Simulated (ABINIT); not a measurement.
# SrSiS3 (Pm-3m): from the cell to the phonon bands

How does SrSiS3 (Pm-3m) vibrate, and is this structure a minimum?

Main program and level: ABINIT 10.8.3; DFT PBEsol, scalar-relativistic, plane waves, PseudoDojo norm-conserving pseudopotentials.

The structure was built from a prototype and need not be the compound's stable phase.

**1. The starting structure**

The structure is cubic, space group Pm-3m (No. 221). The conventional cell has a = 4.390 Å, b = 4.390 Å, c = 4.390 Å, α = 90.00°, β = 90.00°, γ = 90.00°. Sr has 12 S at 3.10 Å and 8 Si at 3.80 Å nearest. Si has 6 S at 2.20 Å and 8 Sr at 3.80 Å nearest. Nearest to S lie 2 Si at 2.20 Å and 4 Sr at 3.10 Å. Farther neighbours and most contacts between anions are not listed.

**2. A probe with smearing**

A first run with smearing and empty bands tells whether the crystal has a gap, which decides between fixed occupations and smearing later on.

Contents of probe.abi:

```
# ground state
tolvrs 1.0d-08
prtden 1
prtwf 1

# basis, mesh and filling
ecut 28.0
ngkpt 4 4 4
nshiftk 1
shiftk 0.0 0.0 0.0
istwfk *1
occopt 7
tsmear 0.005
nband 24
nstep 100
diemac 9.0
prtebands 0
prtgsr 0
useylm 1

# cell and atoms
acell 3*1.0 Angstrom
rprim 
    4.3904 0.0 0.0
    0.0 4.3904 0.0
    0.0 0.0 4.3904
ntypat 3
znucl 38 14 16
natom 5
typat 1 2 3 3 3
xred 
    0.0 0.0 0.0
    0.5 0.5 0.5
    0.5 0.5 0.0
    0.5 0.0 0.5
    0.0 0.5 0.5
pp_dirpath "./pseudo"
pseudos "Sr.upf, Si.upf, S.upf"
```

Run with:

```
> OMP_NUM_THREADS=1 mpirun -n 4 abinit probe.abi > probe.log
```

Numbers of over 12 decimals in the logs are rounded to 6 here.

probe.abo, the main output file:

```text
[banners, grids, parts of the stress and lines that vanish by symmetry left out]
- input  file    -> probe.abi
- output file    -> probe.abo
- root for input  files -> probei
[...]
Symmetries : space group Pm -3 m (#221); Bravais cP (primitive cubic)
[...]
mpw =        4076          nfft =       64000          nkpt =          10
[...]
== DATASET  1 ==================================================================
[...]
cutoff_energies: {ecut:  28.0, pawecutdg:  -1.0, }
[...]
ETOT  1  -71.600605756315    -7.160E+01 4.247E-02 5.436E+01
 ETOT  2  -71.634362247827    -3.376E-02 7.239E-03 1.342E+01
 ETOT  3  -71.639188023073    -4.826E-03 5.302E-03 6.693E-01
 ETOT  4  -71.639343289277    -1.553E-04 3.157E-03 2.316E-02
 ETOT  5  -71.639349317543    -6.028E-06 6.990E-04 6.025E-04
 ETOT  6  -71.639349445751    -1.282E-07 3.704E-04 6.347E-06
 ETOT  7  -71.639349447076    -1.325E-09 1.454E-04 3.132E-07
 ETOT  8  -71.639349447131    -5.552E-11 2.824E-04 2.789E-09
 At SCF step    8       vres2   =  2.79E-09 < tolvrs=  1.00E-08 =>converged.
[...]
sigma(1 1)= -5.24699404E-04  sigma(3 2)=  0.00000000E+00
  sigma(2 2)= -5.24699404E-04  sigma(3 1)=  0.00000000E+00
  sigma(3 3)= -5.24699404E-04  sigma(2 1)=  0.00000000E+00
[...]
convergence: {deltae: -5.552E-11, res2:  2.789E-09, residm:  2.824E-04, diffor: null, }
etotal    :  -7.16393494E+01
[...]
sigma(1 1)= -5.24699404E-04  sigma(3 2)=  0.00000000E+00
  sigma(2 2)= -5.24699404E-04  sigma(3 1)=  0.00000000E+00
  sigma(3 3)= -5.24699404E-04  sigma(2 1)=  0.00000000E+00
[...]
- sigma(1 1)= -1.54371894E+01  sigma(3 2)=  0.00000000E+00
- sigma(2 2)= -1.54371894E+01  sigma(3 1)=  0.00000000E+00
- sigma(3 3)= -1.54371894E+01  sigma(2 1)=  0.00000000E+00
[...]
fcart     -0.0000000000E+00 -0.0000000000E+00 -0.0000000000E+00
           strten     -5.2469940389E-04 -5.2469940389E-04 -5.2469940389E-04
================================================================================

[key lines of the parts left out:]
pressure_GPa:   1.5437E+01
```

It took 9.3 s on 4 MPI ranks of Arm Neoverse V2, shared host.

Read from the output:

| Quantity | Value |
| --- | --- |
| volume per atom | 16.93 Å³ |
| pressure | 15.44 GPa |
| gap on the k-mesh | 0 eV |

No gap opens on this mesh, so smearing is kept; the printed pressure holds the stress of the finite basis too.

**3. Rough relaxation**

The typed start is rough, so a first relaxation with smearing and loose thresholds takes it towards rest cheaply.

Contents of prerelax.abi:

```
# relaxation
ionmov 2
optcell 2
dilatmx 1.15
chkdilatmx 0
ntime 40
tolmxf 3.0d-04
tolvrs 1.0d-10
prtwf 0
prtden 0
chksymtnons 0

# basis, mesh and filling
ecut 29.0
ecutsm 3.0
ngkpt 4 4 4
nshiftk 1
shiftk 0.0 0.0 0.0
istwfk *1
occopt 7
tsmear 0.005
nband 24
nstep 100
diemac 1000000.0
prtebands 0
prtgsr 0
useylm 1

# cell and atoms
acell 3*1.0 Angstrom
rprim 
    4.3904 0.0 0.0
    0.0 4.3904 0.0
    0.0 0.0 4.3904
ntypat 3
znucl 38 14 16
natom 5
typat 1 2 3 3 3
xred 
    0.0 0.0 0.0
    0.5 0.5 0.5
    0.5 0.5 0.0
    0.5 0.0 0.5
    0.0 0.5 0.5
pp_dirpath "./pseudo"
pseudos "Sr.upf, Si.upf, S.upf"
```

Run with:

```
> OMP_NUM_THREADS=1 mpirun -n 4 abinit prerelax.abi > prerelax.log
```

prerelax.abo, the main output file:

```text
[banners, grids, parts of the stress and lines that vanish by symmetry left out]
- input  file    -> prerelax.abi
- output file    -> prerelax.abo
- root for input  files -> prerelaxi
[...]
Symmetries : space group Pm -3 m (#221); Bravais cP (primitive cubic)
[...]
mpw =        6500          nfft =      110592          nkpt =          10
[...]
== DATASET  1 ==================================================================
[...]
cutoff_energies: {ecut:  29.0, pawecutdg:  -1.0, }
[...]
ETOT  1  -71.595099918294    -7.160E+01 3.836E-02 9.293E+01
 ETOT  2  -71.636457415006    -4.136E-02 5.833E-03 1.277E+01
 ETOT  3  -71.639155386512    -2.698E-03 5.740E-03 6.853E-01
 ETOT  4  -71.639253599231    -9.821E-05 4.381E-03 3.071E-03
 ETOT  5  -71.639253809686    -2.105E-07 8.156E-04 4.037E-04
[...]
At SCF step    9       vres2   =  4.63E-11 < tolvrs=  1.00E-10 =>converged.
[...]
ETOT  8  -71.660651769456    -4.349E-12 1.295E-08 8.505E-13
 At SCF step    8       vres2   =  8.51E-13 < tolvrs=  1.00E-10 =>converged.
[...]
sigma(1 1)= -1.65838983E-07  sigma(3 2)=  0.00000000E+00
  sigma(2 2)= -1.65838983E-07  sigma(3 1)=  0.00000000E+00
  sigma(3 3)= -1.65838983E-07  sigma(2 1)=  0.00000000E+00
[...]
convergence: {deltae: -4.349E-12, res2:  8.505E-13, residm:  1.295E-08, diffor: null, }
etotal    :  -7.16606518E+01
[...]
At Broyd/MD step   5, gradients are converged :
[...]
sigma(1 1)= -1.65838983E-07  sigma(3 2)=  0.00000000E+00
  sigma(2 2)= -1.65838983E-07  sigma(3 1)=  0.00000000E+00
  sigma(3 3)= -1.65838983E-07  sigma(2 1)=  0.00000000E+00
[...]
- sigma(1 1)= -4.87915133E-03  sigma(3 2)=  0.00000000E+00
- sigma(2 2)= -4.87915133E-03  sigma(3 1)=  0.00000000E+00
- sigma(3 3)= -4.87915133E-03  sigma(2 1)=  0.00000000E+00
[...]
fcart     -0.0000000000E+00 -0.0000000000E+00 -0.0000000000E+00
           strten     -1.6583898284E-07 -1.6583898284E-07 -1.6583898284E-07
================================================================================

[key lines of the parts left out:]
pressure_GPa:   4.8792E-03
Total energy (etotal) [Ha]= -7.16606517694555E+01
```

The job ended after 59 s (4 MPI ranks; 3.9 min of CPU time).

Step by step:

```
step  energy less that of the first step (eV)  largest force (eV/Å)  volume (Å³)
   1                                   0.0000                0.0000        84.63
   2                                  -0.3203                0.0000        88.74
   3                                  -0.5744                0.0000        96.54
   4                                  -0.5821                0.0000        98.09
   5                                  -0.5823                0.0000        98.33
```

```
conventional cell, symmetrised  before  after   change
                         a (Å)   4.390  4.616   +5.1 %
                         b (Å)   4.390  4.616   +5.1 %
                         c (Å)   4.390  4.616   +5.1 %
              volume (Å³/atom)   16.93  19.67  +16.2 %
```

Final coordinates:

```xyz
5
Lattice="4.6156 0.0000 0.0000 0.0000 4.6156 0.0000 0.0000 0.0000 4.6156" Properties=species:S:1:pos:R:3 pbc="T T T"
Sr    0.0000    0.0000    0.0000
Si    2.3078    2.3078    2.3078
S     2.3078    2.3078    0.0000
S     2.3078    0.0000    2.3078
S     0.0000    2.3078    2.3078
```

Numbers from this step:

- volume per atom: 19.67 Å³
- pressure: 0.004879 GPa

The volume changes by +16.2 % in this run and stands +16.2 % from the first cell.

**4. Rough relaxation**

The cell changed much, so the rough relaxation is repeated on a basis made for the new cell.

prerelax.abi, as its differences from that of step 3:

```diff
@@ -31,5 +31,5 @@
 rprim 
-    4.3904 0.0 0.0
-    0.0 4.3904 0.0
-    0.0 0.0 4.3904
+    4.615605774 0.0 0.0
+    0.0 4.615605774 0.0
+    0.0 0.0 4.615605774
 ntypat 3
```

prerelax.abo, the main output file:

```text
[banners, grids, parts of the stress and lines that vanish by symmetry left out]
- input  file    -> prerelax.abi
- output file    -> prerelax.abo
- root for input  files -> prerelaxi
[...]
Symmetries : space group Pm -3 m (#221); Bravais cP (primitive cubic)
[...]
mpw =        7568          nfft =      125000          nkpt =          10
[...]
== DATASET  1 ==================================================================
[...]
cutoff_energies: {ecut:  29.0, pawecutdg:  -1.0, }
[...]
ETOT  1  -71.610540632048    -7.161E+01 3.227E-02 1.528E+02
 ETOT  2  -71.648625953166    -3.809E-02 8.492E-03 6.025E+01
 ETOT  3  -71.660219937861    -1.159E-02 5.158E-03 2.710E+00
 ETOT  4  -71.660650747759    -4.308E-04 1.146E-03 1.493E-02
 ETOT  5  -71.660651066608    -3.188E-07 2.361E-03 5.860E-03
[...]
ETOT  9  -71.660651763824    -4.434E-12 9.165E-05 4.404E-10
 ETOT 10  -71.660651763821     2.913E-12 2.890E-05 6.528E-13
 At SCF step   10       vres2   =  6.53E-13 < tolvrs=  1.00E-10 =>converged.
[...]
sigma(1 1)= -1.65754507E-07  sigma(3 2)=  0.00000000E+00
  sigma(2 2)= -1.65754507E-07  sigma(3 1)=  0.00000000E+00
  sigma(3 3)= -1.65754507E-07  sigma(2 1)=  0.00000000E+00
[...]
convergence: {deltae:  2.913E-12, res2:  6.528E-13, residm:  2.890E-05, diffor: null, }
etotal    :  -7.16606518E+01
[...]
At Broyd/MD step   1, gradients are converged :
[...]
sigma(1 1)= -1.65754507E-07  sigma(3 2)=  0.00000000E+00
  sigma(2 2)= -1.65754507E-07  sigma(3 1)=  0.00000000E+00
  sigma(3 3)= -1.65754507E-07  sigma(2 1)=  0.00000000E+00
[...]
- sigma(1 1)= -4.87666596E-03  sigma(3 2)=  0.00000000E+00
- sigma(2 2)= -4.87666596E-03  sigma(3 1)=  0.00000000E+00
- sigma(3 3)= -4.87666596E-03  sigma(2 1)=  0.00000000E+00
[...]
fcart     -0.0000000000E+00 -0.0000000000E+00 -0.0000000000E+00
           strten     -1.6575450693E-07 -1.6575450693E-07 -1.6575450693E-07
================================================================================

[key lines of the parts left out:]
pressure_GPa:   4.8767E-03
Total energy (etotal) [Ha]= -7.16606517638209E+01
```

Elapsed: 19 s, on 4 MPI ranks; 75 s of CPU time.

Little changed from the start: no atom moved by 0.005 Å and no cell edge by 0.1 %.

Read from the output:

```
pressure : 0.004877 GPa
```

The volume changes by +0.0 % in this run and stands +16.2 % from the first cell.

**5. Relaxation**

The harmonic expansion needs vanishing forces, and a free crystal bears no stress, so cell and atoms are brought to rest. Stress is more sensitive to the basis than forces are: the last 3 Ha under the cutoff are smoothed with ecutsm, and the cutoff is raised above that of the later runs.

Contents of relax.abi:

```
# relaxation
ionmov 2
optcell 2
dilatmx 1.08
ntime 40
tolmxf 1.0d-05
tolvrs 1.0d-14
prtwf 0
prtden 0
chksymtnons 0

# basis, mesh and filling
ecut 35.0
ecutsm 3.0
ngkpt 6 6 6
nshiftk 1
shiftk 0.0 0.0 0.0
istwfk *1
occopt 7
tsmear 0.01
nband 24
nstep 100
diemac 1000000.0
prtebands 0
prtgsr 0
useylm 1

# cell and atoms
acell 3*1.0 Angstrom
rprim 
    4.615605777 0.0 0.0
    0.0 4.615605777 0.0
    0.0 0.0 4.615605777
ntypat 3
znucl 38 14 16
natom 5
typat 1 2 3 3 3
xred 
    0.0 0.0 0.0
    0.5 0.5 0.5
    0.5 0.5 0.0
    0.5 0.0 0.5
    0.0 0.5 0.5
pp_dirpath "./pseudo"
pseudos "Sr.upf, Si.upf, S.upf"
```

Run with:

```
> OMP_NUM_THREADS=1 mpirun -n 4 abinit relax.abi > relax.log
```

relax.abo, the main output file:

```text
[banners, grids, parts of the stress and lines that vanish by symmetry left out]
- input  file    -> relax.abi
- output file    -> relax.abo
- root for input  files -> relaxi
[...]
Symmetries : space group Pm -3 m (#221); Bravais cP (primitive cubic)
[...]
mpw =        8330          nfft =      157464          nkpt =          20
[...]
== DATASET  1 ==================================================================
[...]
cutoff_energies: {ecut:  35.0, pawecutdg:  -1.0, }
[...]
ETOT  1  -71.604542423808    -7.160E+01 3.483E-02 2.116E+02
 ETOT  2  -71.652059228721    -4.752E-02 7.640E-03 6.528E+01
 ETOT  3  -71.661950776996    -9.892E-03 4.614E-03 3.572E-01
 ETOT  4  -71.661986176895    -3.540E-05 2.728E-03 1.775E-02
 ETOT  5  -71.661987181106    -1.004E-06 2.878E-03 1.162E-03
[...]
At SCF step   11       vres2   =  5.87E-15 < tolvrs=  1.00E-14 =>converged.
[...]
sigma(1 1)= -2.46141803E-06  sigma(3 2)=  0.00000000E+00
  sigma(2 2)= -2.46141803E-06  sigma(3 1)=  0.00000000E+00
  sigma(3 3)= -2.46141803E-06  sigma(2 1)=  0.00000000E+00
[...]
convergence: {deltae:  1.336E-12, res2:  5.867E-15, residm:  4.325E-04, diffor: null, }
etotal    :  -7.16619872E+01
[...]
ETOT  1  -71.661987495730    -7.166E+01 2.244E-04 6.570E-04
[...]
At SCF step    8       vres2   =  6.74E-15 < tolvrs=  1.00E-14 =>converged.
[...]
sigma(1 1)= -1.89176037E-06  sigma(3 2)=  0.00000000E+00
  sigma(2 2)= -1.89176037E-06  sigma(3 1)=  0.00000000E+00
  sigma(3 3)= -1.89176037E-06  sigma(2 1)=  0.00000000E+00
[...]
convergence: {deltae:  3.979E-13, res2:  6.738E-15, residm:  8.780E-06, diffor: null, }
etotal    :  -7.16619876E+01
[...]
ETOT  1  -71.661987379128    -7.166E+01 8.601E-06 7.262E-03
[...]
ETOT  8  -71.661988015473    -1.663E-12 6.375E-06 8.230E-14
 ETOT  9  -71.661988015472     9.805E-13 3.603E-06 2.650E-15
 At SCF step    9       vres2   =  2.65E-15 < tolvrs=  1.00E-14 =>converged.
[...]
sigma(1 1)= -2.50536526E-09  sigma(3 2)=  0.00000000E+00
  sigma(2 2)= -2.50536526E-09  sigma(3 1)=  0.00000000E+00
  sigma(3 3)= -2.50536526E-09  sigma(2 1)=  0.00000000E+00
[...]
convergence: {deltae:  9.805E-13, res2:  2.650E-15, residm:  3.603E-06, diffor: null, }
etotal    :  -7.16619880E+01
[...]
At Broyd/MD step   3, gradients are converged :
[...]
sigma(1 1)= -2.50536526E-09  sigma(3 2)=  0.00000000E+00
  sigma(2 2)= -2.50536526E-09  sigma(3 1)=  0.00000000E+00
  sigma(3 3)= -2.50536526E-09  sigma(2 1)=  0.00000000E+00
[...]
- sigma(1 1)= -7.37103908E-05  sigma(3 2)=  0.00000000E+00
- sigma(2 2)= -7.37103908E-05  sigma(3 1)=  0.00000000E+00
- sigma(3 3)= -7.37103908E-05  sigma(2 1)=  0.00000000E+00
[...]
fcart     -0.0000000000E+00 -0.0000000000E+00 -0.0000000000E+00
           strten     -2.5053652599E-09 -2.5053652599E-09 -2.5053652599E-09
================================================================================

[key lines of the parts left out:]
pressure_GPa:   7.3710E-05
Total energy (etotal) [Ha]= -7.16619880154725E+01
```

Wall time 91 s (4 MPI ranks); 6.1 min of CPU time.

Little changed from the start: no atom moved by 0.005 Å and no cell edge by 0.1 %.

Read from the output:

```yaml
volume_per_atom: 19.68 Å³
pressure: 7.37e-5 GPa
```

The volume changes by +0.1 % in this run and stands +16.3 % from the first cell.

**6. Self-consistent run for the response**

First-order wavefunctions inherit every error of the ground state, hence the very tight tolvrs. Smearing stays on, as the first look found no gap above 0.3 eV.

Contents of gs.abi:

```
# ground state
tolvrs 1.0d-16
prtden 1
prtwf 1

# basis, mesh and filling
ecut 28.0
ngkpt 6 6 6
nshiftk 1
shiftk 0.0 0.0 0.0
istwfk *1
occopt 7
tsmear 0.01
nband 24
nstep 100
diemac 1000000.0
prtebands 0
prtgsr 0
useylm 1

# cell and atoms
acell 3*1.0 Angstrom
rprim 
    4.617079539 0.0 0.0
    0.0 4.617079539 0.0
    0.0 0.0 4.617079539
ntypat 3
znucl 38 14 16
natom 5
typat 1 2 3 3 3
xred 
    0.0 0.0 0.0
    0.5 0.5 0.5
    0.5 0.5 0.0
    0.5 0.0 0.5
    0.0 0.5 0.5
pp_dirpath "./pseudo"
pseudos "Sr.upf, Si.upf, S.upf"
```

Run with:

```
> OMP_NUM_THREADS=1 mpirun -n 4 abinit gs.abi > gs.log
```

gs.abo, the main output file:

```text
[banners, grids, parts of the stress and lines that vanish by symmetry left out]
- input  file    -> gs.abi
- output file    -> gs.abo
- root for input  files -> gsi
[...]
Symmetries : space group Pm -3 m (#221); Bravais cP (primitive cubic)
[...]
mpw =        4726          nfft =       91125          nkpt =          20
[...]
== DATASET  1 ==================================================================
[...]
cutoff_energies: {ecut:  28.0, pawecutdg:  -1.0, }
[...]
ETOT  1  -71.607677098775    -7.161E+01 3.344E-02 1.222E+02
 ETOT  2  -71.651924710518    -4.425E-02 7.126E-03 3.708E+01
 ETOT  3  -71.661607231776    -9.683E-03 5.065E-03 1.978E-01
 ETOT  4  -71.661642186294    -3.495E-05 1.459E-03 1.061E-02
 ETOT  5  -71.661643222721    -1.036E-06 3.784E-03 7.177E-04
[...]
ETOT 12  -71.661643279382    -2.203E-12 2.610E-04 2.459E-16
 ETOT 13  -71.661643279380     1.322E-12 4.642E-04 1.577E-18
 At SCF step   13       vres2   =  1.58E-18 < tolvrs=  1.00E-16 =>converged.
[...]
sigma(1 1)=  5.48727897E-06  sigma(3 2)=  0.00000000E+00
  sigma(2 2)=  5.48727897E-06  sigma(3 1)=  0.00000000E+00
  sigma(3 3)=  5.48727897E-06  sigma(2 1)=  0.00000000E+00
[...]
convergence: {deltae:  1.322E-12, res2:  1.577E-18, residm:  4.642E-04, diffor: null, }
etotal    :  -7.16616433E+01
[...]
sigma(1 1)=  5.48727897E-06  sigma(3 2)=  0.00000000E+00
  sigma(2 2)=  5.48727897E-06  sigma(3 1)=  0.00000000E+00
  sigma(3 3)=  5.48727897E-06  sigma(2 1)=  0.00000000E+00
[...]
- sigma(1 1)=  1.61441321E-01  sigma(3 2)=  0.00000000E+00
- sigma(2 2)=  1.61441321E-01  sigma(3 1)=  0.00000000E+00
- sigma(3 3)=  1.61441321E-01  sigma(2 1)=  0.00000000E+00
[...]
fcart     -0.0000000000E+00 -0.0000000000E+00 -0.0000000000E+00
           strten      5.4872789720E-06  5.4872789720E-06  5.4872789720E-06
================================================================================

[key lines of the parts left out:]
pressure_GPa:  -1.6144E-01
```

Run time: 26 s. Hardware: 4 MPI ranks; 1.7 min of CPU time.

This step gave:

```
pressure : -0.1614 GPa
```

The cell stands at -0.16 GPa: the relaxation ran with a smoothed and higher cutoff, and the difference is a stress of the finite basis.

[end of part 1 of 6]

[Host names and launcher messages were left out of these logs when they were recorded.]

[Logs are printed without paths, hosts, clocks, repeated set-up lines and the standing remarks that a program may print on its own settings, such as how far it seeks lower states.]

[Hosts, paths, dates, database ids (printed as entryN), source tags and the programs' standing remarks are cut or masked in the printed files.]
